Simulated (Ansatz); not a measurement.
## Screening in InSe (R3m)

Wanted: ε∞ of InSe (R3m) from perturbation theory, a sum over states and the RPA step of G0W0, with cost.

Method: linear response on r2SCAN, plane waves, PAW, in Ansatz 0.2.0.

The database entry behind the starting cell differs from later determinations by our own check (c about 1.5 % long), so it need not match the best structure at ambient conditions.

### Step 1. The structure

Symmetry: R3m, No. 160, trigonal system. The conventional cell has a = 4.000 Å, b = 4.000 Å, c = 25.320 Å, α = 90.00°, β = 90.00°, γ = 120.00°. In has 3 Se at 2.64 Å and 1 In at 2.82 Å nearest. Nearest to In lie 3 Se at 2.63 Å and 1 In at 2.82 Å. Nearest to Se lie 3 In at 2.64 Å. Se has 3 In at 2.63 Å nearest. Farther neighbours and most contacts between anions are not listed.

Coordinates:

```cif
data_structure
_symmetry_space_group_name_H-M 'R3m:H'
_symmetry_Int_Tables_number 160
_cell_length_a 4.0000
_cell_length_b 4.0000
_cell_length_c 25.3200
_cell_angle_alpha 90.000
_cell_angle_beta 90.000
_cell_angle_gamma 120.000
_cell_volume 350.84
loop_
_atom_site_label
_atom_site_type_symbol
_atom_site_symmetry_multiplicity
_atom_site_Wyckoff_symbol
_atom_site_fract_x
_atom_site_fract_y
_atom_site_fract_z
_atom_site_occupancy
In1 In 3 a 0.00000 0.00000 0.00000 1
In2 In 3 a 0.66667 0.33333 0.22193 1
Se1 Se 3 a 0.33333 0.66667 0.05017 1
Se2 Se 3 a 0.00000 0.00000 0.17190 1
```

The cell and positions come from the Crystallography Open Database and are kept as given unless a step says otherwise. The default PAW set here is soft_2. Its files were made with PBE.

### Step 2. Response to a homogeneous field

ε∞ sets how strongly the crystal screens. Perturbation theory gives it with local fields and without a sum over empty bands.

This step: dielectric response by perturbation theory, r2SCAN, plane waves, PAW.

input.yaml reads:

```yaml
crystal:
  lattice:
    - [2.0, 1.1547005384, 8.44]
    - [-2.0, 1.1547005384, 8.44]
    - [0.0, -2.3094010768, 8.44]
  atoms:
    - { symbol: In, position: [0.0, 0.0, 0.0] }
    - { symbol: In, position: [0.1114, 0.1114, 0.1114] }
    - { symbol: Se, position: [0.6165, 0.6165, 0.6165] }
    - { symbol: Se, position: [0.8281, 0.8281, 0.8281] }
kpoints:
  mp_grid: { grid: [6, 6, 6] }
hamiltonian:
  xc: r2scan
scf:
  occupations: { method: fixed }
dielectric: {}
```

The run is started by

```
> ansatz run input.yaml --threads 3 --pin off --max-ram 92160MiB --backend cuda --events-out ev --progress --plain --runs-dir out --devices 1 --max-vram 13GiB  # rebuilt from the run's record
```

Numbers of over 12 decimals in the logs are rounded to 6 here.

Log:

```text
GPUs: using 1 of 1 available (devices: 1).
Engine: ansatz 0.2.0, x86_64-unknown-linux-gnu
Pseudopotentials: kind: paw
Pseudopotential: In, paw, valence charge 13, recommended cutoff 500 eV (meta_gga), In.paw.azcp
Pseudopotential: Se, paw, valence charge 16, recommended cutoff 500 eV (meta_gga), Se.paw.azcp
Functional definition: r2SCAN
  parameter k0 = 0.174
  parameter k1 = 0.065
  parameter a1 = 4.9479
  exchange = r2scan_x(k0 = k0, k1 = k1, a1 = a1)
  correlation = r2scan_c
device memory: the entry about to start is reckoned to put 4.0 GiB on a device that reports 36.2 GiB free (of which the cap on the GPU budget leaves the run 13.0 GiB)
GPU FFT provider: cuFFT
GPU libraries: cuBLAS 13.8.2, cuFFT 12.4.0, cuSOLVER 12.3.4
Crystal: 4 atoms, lattice volume = 116.948 Å³
Basis set: ecut = 500 eV, 2965 PW (Γ), exchange–correlation on 256×256×256 points (64 copies of the dense FFT grid, shifted against one another)
Bands: 35, of which v1, the nominal top of the filled ones, is band 29 counted from 1 (28 counted from 0)
Symmetry: 6 space group operations
k-points: 68 of 216 (irreducible under 2 space group operations, time reversal used)
Non-local potential: In, projectors of the file, l = 0: 2, l = 1: 2, l = 2: 2, l = 3: 2
Non-local potential: Se, projectors of the file, l = 0: 2, l = 1: 2, l = 2: 3, l = 3: 1
PAW form: soft (Blöchl's): semilocal exchange-correlation on the pseudo side does not see the compensation charge
PAW frozen core: In, regenerated for the run's functional (the file was generated under x = pbe(κ = 0.804, μ = 0.219515), c = pbe(β = 0.066725))
PAW frozen core: Se, regenerated for the run's functional (the file was generated under x = pbe(κ = 0.804, μ = 0.219515), c = pbe(β = 0.066725))
PAW one-centre angular grid: In, 590 points (default); XC on 289 of its mesh's 2783 points in the sphere
PAW one-centre angular grid: Se, 590 points (default); XC on 160 Gauss nodes
Initial density: superposition of atomic densities (neutral atoms: chi_scale 0, normalization atom), corrected by the library's trained network
Initial wavefunctions: pseudopotential atomic-orbital guess
GPU buffer pool allocated for 262144 grid points (all kernels)
GPU transforms: local potential and band sums: pruned to the plane-wave sphere, on 64×64×64
Functional: x = r2scan, c = r2scan; τ floored in thin density (d = 2e-4 eV/Å³)
SCF iter   1: F=—  HF=-22182.574321 eV  |F-HF|=—  |Δ(HF+E_count)|=         —  Δρ=5.95e-3  dr2=3.11e-2  dr2_τ=1.58e-2  ethr=1.77e-3  ⟨swp⟩=5.0  Hψ=8582  notcnv=0  defer=272
preconditioner: auto → Resta (q_TF=auto, 2.427 Å⁻¹)  ε∞=3.1  [insulator: Δε(μ)=0.846 eV  Ē_g=14.780 eV  n_scr=30 (ndim 8)  ℏωp=21.2 eV  f_vac=0.087  ε∞_Penn≈3.1]
SCF iter   2: F=—  HF=-22182.587596 eV  |F-HF|=—  |Δ(HF+E_count)|=   1.33e-2  Δρ=2.48e-3  dr2=5.16e-3  dr2_τ=2.21e-4  ethr=5.35e-5  ⟨swp⟩=2.5  Hψ=4386  notcnv=0  defer=272
SCF iter   3: F=—  HF=-22182.587931 eV  |F-HF|=—  |Δ(HF+E_count)|=   3.35e-4  Δρ=6.81e-4  dr2=4.70e-4  dr2_τ=1.36e-5  ethr=8.90e-6  ⟨swp⟩=2.7  Hψ=3685  notcnv=0  defer=272
SCF iter   4: F=—  HF=-22182.588100 eV  |F-HF|=—  |Δ(HF+E_count)|=   1.69e-4  Δρ=1.68e-4  dr2=3.83e-5  dr2_τ=1.52e-6  ethr=8.11e-7  ⟨swp⟩=3.0  Hψ=4412  notcnv=0  defer=272
SCF iter   5: F=—  HF=-22182.587949 eV  |F-HF|=—  |Δ(HF+E_count)|=   1.51e-4  Δρ=5.34e-5  dr2=5.02e-6  dr2_τ=1.18e-7  ethr=6.60e-8  ⟨swp⟩=2.0  Hψ=4276  notcnv=0  defer=82
SCF iter   6: F=—  HF=-22182.588158 eV  |F-HF|=—  |Δ(HF+E_count)|=   2.09e-4  Δρ=1.64e-5  dr2=6.34e-7  dr2_τ=1.35e-8  ethr=8.66e-9  ⟨swp⟩=2.2  Hψ=3374  notcnv=0  defer=76
SCF iter   7: F=—  HF=-22182.588159 eV  |F-HF|=—  |Δ(HF+E_count)|=   2.62e-7  Δρ=4.80e-6  dr2=3.70e-8  dr2_τ=2.66e-9  ethr=1.09e-9  ⟨swp⟩=2.4  Hψ=3260  notcnv=0  defer=76
SCF iter   8: F=—  HF=-22182.588159 eV  |F-HF|=—  |Δ(HF+E_count)|=   2.48e-8  Δρ=1.69e-6  dr2=3.72e-9  dr2_τ=5.68e-10  ethr=6.38e-11  ⟨swp⟩=2.0  Hψ=3596  notcnv=0  defer=76
SCF iter   9: F=—  HF=-22182.588159 eV  |F-HF|=—  |Δ(HF+E_count)|=  8.99e-10  Δρ=3.27e-7  dr2=1.33e-10  dr2_τ=8.84e-12  ethr=6.41e-12  ⟨swp⟩=2.0  Hψ=3621  notcnv=0  defer=76
SCF iter  10: F=-22182.588159 eV  HF=-22182.588159 eV  |F-HF|=3.64e-12  |Δ(HF+E_count)|=  1.31e-10  Δρ=6.60e-8  dr2=6.16e-12  dr2_τ=1.66e-13  ethr=1.00e-12  ⟨swp⟩=8.7  Hψ=8106  notcnv=0
SCF 1 converged in 10 iterations: F = -22182.588159 eV  dr2 = 6.16e-12
  greatest PAW one-centre occupation: 1.000 electrons in one spin orbital (limit 2), on the Se atom at site 3 (counted from 0), in its partial waves of l = 2
the response reads at least the filled bands of the reference SCF and the lowest empty band at each k-point, and that SCF's band table does not vouch for those bands. The notice of the band table in this run's record says why
device memory: the entry about to start is reckoned to put 0.8 GiB on a device that reports 36.7 GiB free (of which the cap on the GPU budget leaves the run 12.9 GiB)
NSCF: frozen V_eff on 1 k-points
device memory: the entry about to start is reckoned to put 0.8 GiB on a device that reports 36.7 GiB free (of which the cap on the GPU budget leaves the run 12.9 GiB)
NSCF: frozen V_eff on 1 k-points
device memory: the entry about to start is reckoned to put 0.8 GiB on a device that reports 36.7 GiB free (of which the cap on the GPU budget leaves the run 12.9 GiB)
NSCF: frozen V_eff on 1 k-points
device memory: the entry about to start is reckoned to put 0.8 GiB on a device that reports 36.7 GiB free (of which the cap on the GPU budget leaves the run 12.9 GiB)
NSCF: frozen V_eff on 1 k-points
device memory: the entry about to start is reckoned to put 0.8 GiB on a device that reports 36.6 GiB free (of which the cap on the GPU budget leaves the run 12.9 GiB)
NSCF: frozen V_eff on 1 k-points
device memory: the entry about to start is reckoned to put 0.1 GiB (of the 0.2 GiB reckoned in all, the device holds 0.1 GiB already) on a device that reports 36.6 GiB free (of which the cap on the GPU budget leaves the run 12.9 GiB)
device memory: the entry about to start is reckoned to put 5.3 GiB (of the 5.4 GiB reckoned in all, the device holds 0.1 GiB already) on a device that reports 36.5 GiB free (of which the cap on the GPU budget leaves the run 12.9 GiB)
DFPT response loops at Γ: preconditioner auto → Resta (q_TF=auto, 2.427 Å⁻¹)  ε∞=8.3 (no band partly filled); β = 1.00, the filter's whole step (`scf.mixing.beta` (0.50) is not read by the response loops at its default; to damp them type it under 1.00, their step now; it binds the ground state too); Broyden in place of MSR1
── the response to a field inside a basis, on 10×10×10 k-points: an SCF that follows is theirs, and a resumed run solves both again ──
device memory: the entry about to start is reckoned to put 1.8 GiB on a device that reports 35.6 GiB free (of which the cap on the GPU budget leaves the run 12.9 GiB)
GPU FFT provider: cuFFT
GPU libraries: cuBLAS 13.8.2, cuFFT 12.4.0, cuSOLVER 12.3.4
Bands: 30, of which v1, the nominal top of the filled ones, is band 29 counted from 1 (28 counted from 0)
k-points: 110
Initial density: handed on by an earlier stage of this run
Initial wavefunctions: pseudopotential atomic-orbital guess (no wavefunctions were taken with the density)
GPU buffer pool allocated for 262144 grid points (all kernels)
GPU transforms: band sums: pruned to the plane-wave sphere, on 64×64×64
Eigensolver: Dense (110 Hₖ)
SCF iter   1: F=—  HF=-22182.533211 eV  |F-HF|=—  |Δ(HF+E_count)|=         —  Δρ=2.30e-4  dr2=3.67e-5  dr2_τ=1.08e-5  ethr=1.00e-1
preconditioner: auto → Resta (q_TF=auto, 2.427 Å⁻¹)  ε∞=3.8  [insulator: Δε(μ)=0.887 eV  Ē_g=12.690 eV  n_scr=30 (ndim 8)  ℏωp=21.2 eV  f_vac=0.086  ε∞_Penn≈3.8]
SCF iter   2: F=—  HF=-22182.533242 eV  |F-HF|=—  |Δ(HF+E_count)|=   3.02e-5  Δρ=1.15e-4  dr2=7.88e-6  dr2_τ=7.99e-7  ethr=6.32e-8
SCF iter   3: F=—  HF=-22182.533251 eV  |F-HF|=—  |Δ(HF+E_count)|=   9.78e-6  Δρ=3.53e-5  dr2=1.39e-6  dr2_τ=7.56e-8  ethr=1.36e-8
SCF iter   4: F=-22182.533252 eV  HF=-22182.533252 eV  |F-HF|=2.12e-8  |Δ(HF+E_count)|=   7.62e-7  Δρ=7.41e-6  dr2=7.84e-8  dr2_τ=3.76e-9  ethr=2.40e-9
SCF 1 converged in 4 iterations: F = -22182.533252 eV  dr2 = 7.84e-8
device memory: the entry about to start is reckoned to put 0.1 GiB (of the 0.3 GiB reckoned in all, the device holds 0.2 GiB already) on a device that reports 35.2 GiB free (of which the cap on the GPU budget leaves the run 12.7 GiB)
device memory: the entry about to start is reckoned to put 3.6 GiB on a device that reports 35.4 GiB free (of which the cap on the GPU budget leaves the run 12.8 GiB)
DFPT response loops at Γ: preconditioner auto → Resta (q_TF=auto, 2.427 Å⁻¹)  ε∞=8.2 (no band partly filled); β = 1.00, the filter's whole step (`scf.mixing.beta` (0.50) is not read by the response loops at its default; to damp them type it under 1.00, their step now; it binds the ground state too); Broyden in place of MSR1
SCF converged after 10 iterations
Free energy (F): -22182.588159 eV
Harris-Foulkes:  -22182.588159 eV  (|F-HF|=3.64e-12)
Internal energy: -22182.588159 eV  (E = F + TS)
E sigma→0 (E₀):  -22182.588159 eV
Fermi energy:    7.050251 eV
--- Per-component energies (eV) ---
  E_band       = -954.988046
  E_kinetic    = 723.359386
  E_local      = -7923.648204  (includes V_loc(G=0)·N_el)
  E_nonlocal   = -454.861226
  E_hartree    = 3656.145441
  E_xc         = -598.072623
  E_vxc        = -424.260922  (∫ρ·V_xc dr)
  E_paw        = -12219.708264  (= ΣΔE_a)
  E_vpaw       = -213.019897  (= ΣTr[D̂ρ^β])
  E_aug_tail   = -0.000403  (compensation charges beyond the density's cutoff)
  E_vtau       = 25.152291  (kinetic-family band-sum trace: ∫τ·v_τ [+ j·A + Jᵃ·Aᵃ] dr)
  E_ewald      = -5364.203816
  E_core_change = -1.598449  (= ΣΔE_core)
  E_smearing   = -0.000000  (= −TS)
  E_closure    = 0.000000  (closes the sum)
  Σ components = -22182.588159   (vs F -22182.588159, Δ=0.00e0)
--- Band table (eV; the first three rows and the last of 68) ---
  k-point 0: bands = [... 25 lower, 5.6815, 5.6815, 5.7745, 5.7745, 9.1061, 9.6370, 11.7993, 11.7993, ... 2 higher]
  k-point 1: bands = [... 25 lower, 5.1352, 5.3546, 5.4886, 5.9777, 9.5446, 10.1889, 11.2051, 12.0308, ... 2 higher]
  k-point 2: bands = [... 25 lower, 4.8392, 4.8743, 4.9640, 5.8225, 8.8927, 9.4367, 11.2040, 11.6919, ... 2 higher]
  k-point 67: bands = [... 25 lower, 5.6113, 5.8510, 5.8510, 7.0503, 7.9171, 9.6821, 11.7170, 11.7170, ... 2 higher]
--- Dielectric response (ions clamped): 3 representative field directions + reference, inside a basis on a mesh of 1000 k-points (Σ response iterations 21) ---
  ε∞ (high-frequency dielectric tensor):
        7.344230     0.000000    -0.000000
        0.000000     7.344230    -0.000000
        0.000000    -0.000000     7.098955
  Born effective charges Z* (e; rows j = field, columns β = displacement):
    site 0:
         2.38107    0.00000   -0.00000
         0.00000    2.38107   -0.00000
        -0.00000   -0.00000    1.20424
    site 1:
         2.41795    0.00000    0.00000
         0.00000    2.41795   -0.00000
        -0.00000   -0.00000    1.17160
    site 2:
        -2.41213    0.00000   -0.00000
         0.00000   -2.41213    0.00000
         0.00000    0.00000   -1.21641
    site 3:
        -2.38689    0.00000    0.00000
         0.00000   -2.38689    0.00000
         0.00000    0.00000   -1.15943
  Z* charge neutrality: 1.485e-2 e pre-enforcement
  solved inside a basis spanned on kpoints, on 10×10×10 k-points transformed towards the longest dipole: ε∞ is read to err by 4.3e-2, Z* by 2.4e-2 e (field_mesh: kpoints solves on kpoints); Z* is corrected for what the basis lacks
```

The job ended after 2.9 min (1 × NVIDIA H100 80GB HBM3 (shared by 6 runs) with 3 threads of AMD EPYC 7R13 (Zen 3), shared host; peak memory 5.8 GiB; 6.7 min of CPU time).

The column dr2 measures how far the density is from self-consistency, as an energy; F and HF (Harris–Foulkes) agree once it is small.

Numbers from this step:

```yaml
stated_error_of_eps_infinity: 0.043
```

One over ε∞ averages 0.14, under the quarter of exact exchange in PBE0, which by this rule of thumb may open the gap too far.

High-frequency dielectric tensor:

```
7.34 0.00 0.00
0.00 7.34 0.00
0.00 0.00 7.10
```

Born effective charge (e), principal values of the symmetric part by kind of site:

| atom | atoms with these values | low | middle | high | mean |
| --- | --- | --- | --- | --- | --- |
| In1 | 1 | 1.20 | 2.38 | 2.38 | 1.99 |
| In2 | 1 | 1.17 | 2.42 | 2.42 | 2.00 |
| Se3 | 1 | -2.41 | -2.41 | -1.22 | -2.01 |
| Se4 | 1 | -2.39 | -2.39 | -1.16 | -1.98 |

In full for In2:

```
2.42 0.00 0.00
0.00 2.42 0.00
0.00 0.00 1.17
```

### Step 3. Independent-particle spectrum

The independent-particle spectrum shows where the oscillator strength lies, before excitons and local fields.

This step: independent-particle optics on r2SCAN, plane waves, PAW.

input.yaml: that of step 2 with these lines changed.

```diff
@@ -16,2 +16,4 @@
   occupations: { method: fixed }
-dielectric: {}
+  n_extra_bands: 80
+output:
+  optics: { e_range: [0, 25], de: 0.1, sigma: 0.2 }
```

Log:

```text
basis.fft_grid_basis auto: the FFT boxes are laid along the combinations [[1, 0, -1], [0, 1, -1], [0, 0, 1]] of the cell's own vectors, 4.000, 4.000 and 8.750 Å long. The dense box has 30×30×64 points. Along the cell's own vectors, as sized, it would have 64×64×64, 4.55 times as many. Of the 6 symmetry operations that the crystal satisfies within crystal.symmetry.tolerance (time reversal apart; of a slab, those that  [...]
[...]
GPUs: using 1 of 1 available (devices: 1).
[...]
GPU FFT provider: cuFFT
GPU libraries: cuBLAS 13.8.2, cuFFT 12.4.0, cuSOLVER 12.3.4
Crystal: 4 atoms, lattice volume = 116.948 Å³
Basis set: ecut = 500 eV, 2965 PW (Γ), FFT grids on a1−a3, a2−a3, a3, exchange–correlation on 120×120×256 points (64 copies of the dense FFT grid, shifted against one another)
Bands: 109, of which v1, the nominal top of the filled ones, is band 29 counted from 1 (28 counted from 0)
Symmetry: 6 space group operations
[...]
k-points: 32 of 216 (time reversal used)
[...]
GPU buffer pool allocated for 57600 grid points (all kernels)
[...]
SCF iter   1: F=—  HF=-22182.574280 eV  |F-HF|=—  |Δ(HF+E_count)|=         —  Δρ=6.10e-3  dr2=3.23e-2  dr2_τ=1.56e-2  ethr=1.77e-3  ⟨swp⟩=4.0  Hψ=11772  notcnv=0  defer=2437
[...]
SCF iter  11: F=-22182.588159 eV  HF=-22182.588159 eV  |F-HF|=0.00e0  |Δ(HF+E_count)|=  1.46e-11  Δρ=3.39e-8  dr2=1.19e-12  dr2_τ=1.64e-13  ethr=1.00e-12  ⟨swp⟩=11.8  Hψ=27050  notcnv=0
SCF 1 converged in 11 iterations: F = -22182.588159 eV  dr2 = 1.19e-12
[...]
Optics k sum: 0 of 32 k-points
Optics k sum: 2 of 32 k-points
[...]
Optics k sum: 32 of 32 k-points
[...]
SCF converged after 11 iterations
Free energy (F): -22182.588159 eV
[...]
Internal energy: -22182.588159 eV  (E = F + TS)
E sigma→0 (E₀):  -22182.588159 eV
Fermi energy:    7.050252 eV
[...]
--- Band table (eV; the first three rows and the last of 32) ---
  k-point 0: bands = [... 25 lower, 5.6815, 5.6815, 5.7745, 5.7745, 9.1061, 9.6370, 11.7993, 11.7993, ... 76 higher]
  k-point 1: bands = [... 25 lower, 5.1352, 5.3546, 5.4886, 5.9777, 9.5446, 10.1889, 11.2051, 12.0308, ... 76 higher]
  k-point 2: bands = [... 25 lower, 4.8392, 4.8743, 4.9640, 5.8225, 8.8927, 9.4367, 11.2040, 11.6919, ... 76 higher]
  k-point 31: bands = [... 25 lower, 5.6113, 5.8510, 5.8510, 7.0503, 7.9171, 9.6821, 11.7170, 11.7170, ... 76 higher]
```

Wall time 2.4 min (1 × NVIDIA H100 80GB HBM3 (shared by 6 runs) with 3 threads); peak memory 2.1 GiB.

Numbers from this step:

* ε∞ without local fields (xx, yy, zz): 7.594, 7.594, 8.997
* electrons in the f-sum (xx, yy, zz): 38.15, 38.15, 38.01
* bands in the explicit sum (the static value is completed to all bands): 109

The sum gives ε∞ = 7.59 and 9.00 without local fields.

The ε₂ has structure finer than the step of the table below, so its rows give means over 1 eV, whole bins alone (the curve runs from 0 to 25 eV). Peaks (eV: height): xx=yy 4.8: 15.1, 6.7: 9.27; zz 3.5: 16.7, 5.6: 7.71, 6.9: 6.99.

Independent particles, no local fields, Gaussian width 0.2 eV. Table of ε₂ by photon energy; means over each step:

| photon energy (eV) | xx=yy | zz |
| --- | --- | --- |
| 1 | 0.0190 | 1.03 |
| 2 | 0.414 | 2.14 |
| 3 | 3.29 | 9.41 |
| 4 | 11.6 | 11.6 |
| 5 | 12.0 | 5.66 |
| 6 | 7.18 | 6.20 |
| 7 | 7.18 | 5.45 |
| 8 | 3.30 | 2.53 |
| 9 | 2.17 | 2.92 |
| 10 | 1.86 | 2.06 |
| 11 | 1.24 | 1.52 |
| 12 | 0.815 | 1.13 |
| 13 | 0.592 | 0.966 |
| 14 | 0.492 | 0.679 |
| 15 | 0.488 | 0.515 |
| 16 | 0.374 | 0.488 |
| 17 | 0.383 | 0.506 |
| 18 | 0.319 | 0.430 |
| 19 | 0.338 | 0.493 |
| 20 | 0.439 | 0.433 |
| 21 | 0.263 | 0.211 |
| 22 | 0.290 | 0.277 |
| 23 | 0.242 | 0.242 |
| 24 | 0.194 | 0.203 |

[end of part 1 of 2]

[Paths, hosts, dates, memory and timing lines, banners, echoed tables and standing remarks are left out of the program output.]

[Logs are printed without paths, hosts, clocks, repeated set-up lines and the standing remarks that a program may print on its own settings, such as how far it seeks lower states.]

[Runs of the session that timed out or met a known fault of the program may be left out.]

[Cells called generated may have been cut or substituted from an entry of the Crystallography Open Database or the Materials Project.]

[Hosts, paths, dates, database ids (printed as entryN), source tags and the programs' standing remarks are cut or masked in the printed files.]
